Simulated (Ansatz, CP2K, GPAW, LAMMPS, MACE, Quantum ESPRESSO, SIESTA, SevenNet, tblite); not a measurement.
**Other levels on glassy 52SiO2-24B2O3-12Na2O-12CaO (mol %) (84 atoms)**

Density of this cell: 2.65 g/cm³. The cell holds 84 atoms: 13 Si, 12 B, 6 Na, 3 Ca and 50 O. Its edges and angles: a = 9.907 Å, b = 9.907 Å, c = 9.907 Å, α = 90.0°, β = 90.0°, γ = 90.0°. 84 atoms (13 Si, 12 B, 6 Na, 3 Ca, 50 O) placed at random at 2.3 g/cm³, melted at 3000 K for 20 ps at fixed volume with the Buckingham and Coulomb pair potential of Guillot and Sator (Geochim. Cosmochim. Acta 71, 1249 (2007)) with the boron terms of Wang et al. (J. Non-Cryst. Solids 498, 294 (2018)). Quenched from 3000 K to 300 K at 50 K/ps and fixed volume, held 10 ps at zero pressure.

Geometry: as built.

The reference, a calculation:

```
method                                           : Kohn-Sham DFT, PBE, SSSP efficiency 1.3.0 pseudopotentials, plane waves (Quantum ESPRESSO 7.5); sssp-pbe-1.3.0-efficiency, cutoffs 60/480 Ry, Γ point
r.m.s. force component                           : 1.157 eV/Å
longest force                                    : 5.224 eV/Å
pressure                                         : 0.9523 GPa
gap (highest filled to lowest empty level) : 3.291 eV
time                                             : 1.8 min on 4 MPI ranks of Arm Neoverse V2, shared host
CPU time                                         : 7.1 min
```

Q: Estimate the differences from the reference, the CPU time and the memory of each run.
- GPAW PBE, LCAO sz(dzp), h 0.18 Å (GPAW 26.7.0; 1 thread)
- SevenNet 0 potential (SevenNet 0; 1 thread)
- CP2K PBE, DZVP-MOLOPT-SR, 1200/50 Ry, SIGN filter 1e-07, SCF 1e-07 (CP2K 2026.2; 2 threads)
- CP2K PBE, DZVP-MOLOPT-SR, 1200/50 Ry, SIGN filter 1e-04, SCF 1e-05 (CP2K 2026.2; 2 threads)
- GPAW PBE, LCAO dzp, h 0.18 Å (GPAW 26.7.0; 1 thread)
- SIESTA BLYP, PBE potentials, DZP, shift 0.01 Ry, mesh 500 Ry (SIESTA 5.4.2; 2 MPI ranks)
- CP2K PBE, DZVP-MOLOPT-SR, 1200/50 Ry, OT DIIS (CP2K 2026.2; 2 threads)
- GPAW PBE, LCAO dzp, h 0.18 Å, other mixer settings (GPAW 26.7.0; 2 MPI ranks)
- QE PBE, sssp-1.3.0-efficiency, 30/240 Ry (Quantum ESPRESSO 7.5; 2 MPI ranks)
- SIESTA PBE, DZ, shift 0.01 Ry, mesh 500 Ry (SIESTA 5.4.2; 2 MPI ranks)

Differences are against the plane-wave reference, forces as r.m.s. over components; share is that over the reference's r.m.s. force, slope the least-squares factor from reference forces to these. Total energies of different programs have different zeros and aren't compared.

```tsv
run	Δ force, r.m.s. (meV/Å)	share (%)	slope	Δ pressure (GPa)	Δ gap (eV)	cores	CPU time	memory (GiB)
reference	-	-	-	-	-	4	7.1 min	2.9
GPAW PBE, LCAO sz(dzp), h 0.18 Å (coarse)	1046	90.4	1.110	-	-0.402	1	78 s	1.3
SevenNet 0 potential	114	9.89	0.962	-0.0279	-	1	6.5 s	1.0
CP2K PBE, DZVP-MOLOPT-SR, 1200/50 Ry, SIGN filter 1e-07, SCF 1e-07	142	12.3	1.044	0.793	-	2	8.5 min	3.7
CP2K PBE, DZVP-MOLOPT-SR, 1200/50 Ry, SIGN filter 1e-04, SCF 1e-05 (coarse)	140	12.1	1.011	0.634	-	2	6.1 min	3.7
GPAW PBE, LCAO dzp, h 0.18 Å	278	24.0	1.074	-	-0.0664	1	4 min	1.7
SIESTA BLYP, PBE potentials, DZP, shift 0.01 Ry, mesh 500 Ry	222	19.2	1.063	5.26	-0.165	2	5.4 min	2.3
CP2K PBE, DZVP-MOLOPT-SR, 1200/50 Ry, OT DIIS	138	11.9	1.041	0.783	-0.0662	2	10 min	3.7
GPAW PBE, LCAO dzp, h 0.18 Å, other mixer settings	278	24.0	1.074	-	-0.0669	2	5.3 min	2.0
QE PBE, sssp-1.3.0-efficiency, 30/240 Ry (coarse)	60.7	5.25	1.000	-37.3	-0.0475	2	2.8 min	1.0
SIESTA PBE, DZ, shift 0.01 Ry, mesh 500 Ry (coarse)	789	68.2	1.121	10.3	-0.236	2	2.3 min	1.5
```

Rows marked coarse were listed beforehand as settings not expected to be converged; some can still land near the reference.

Times of the machine-learned potentials are mostly Python's start and the loading of weights.

CPU time is summed over cores on a shared host, where runs went side by side, so it is rough. Symmetry, cutoffs, thresholds, outputs and thread counts weren't matched or tuned between programs; memory under MPI is the largest rank's times the ranks.

The PBE runs in local orbitals, coarse settings apart, differ by 12 % (CP2K PBE, DZVP-MOLOPT-SR, 1200/50 Ry, OT DIIS) to 24 % (GPAW PBE, LCAO dzp, h 0.18 Å, other mixer settings); basis, grid and potentials can all enter. Machine-learned potentials differ by 9.9 % (SevenNet 0 potential); they were trained on other programs' data. Rows with another functional or a dispersion term differ by 19 % (SIESTA BLYP, PBE potentials, DZP, shift 0.01 Ry, mesh 500 Ry), which mixes the change of model with differences of basis and potentials, some of them made for another functional. Runs with settings chosen to be coarse differ by 5.2 % (QE PBE, sssp-1.3.0-efficiency, 30/240 Ry) to 90 % (GPAW PBE, LCAO sz(dzp), h 0.18 Å), their programs' other errors included. Machine-learned potentials mimic data converged in k, so the reference's own k-point error enters their differences. The network of bonds at the start is that of the classical potential that made the cell, and needn't be the one that DFT or experiment would give. The electronic-structure runs sample only Γ, in a cell whose shortest periodic width is 10 Å.

[Logs are printed without paths, hosts, clocks, repeated set-up lines and the standing remarks that a program may print on its own settings, such as how far it seeks lower states.]

[Hosts, paths, dates, database ids (printed as entryN), source tags and the programs' standing remarks are cut or masked in the printed files.]
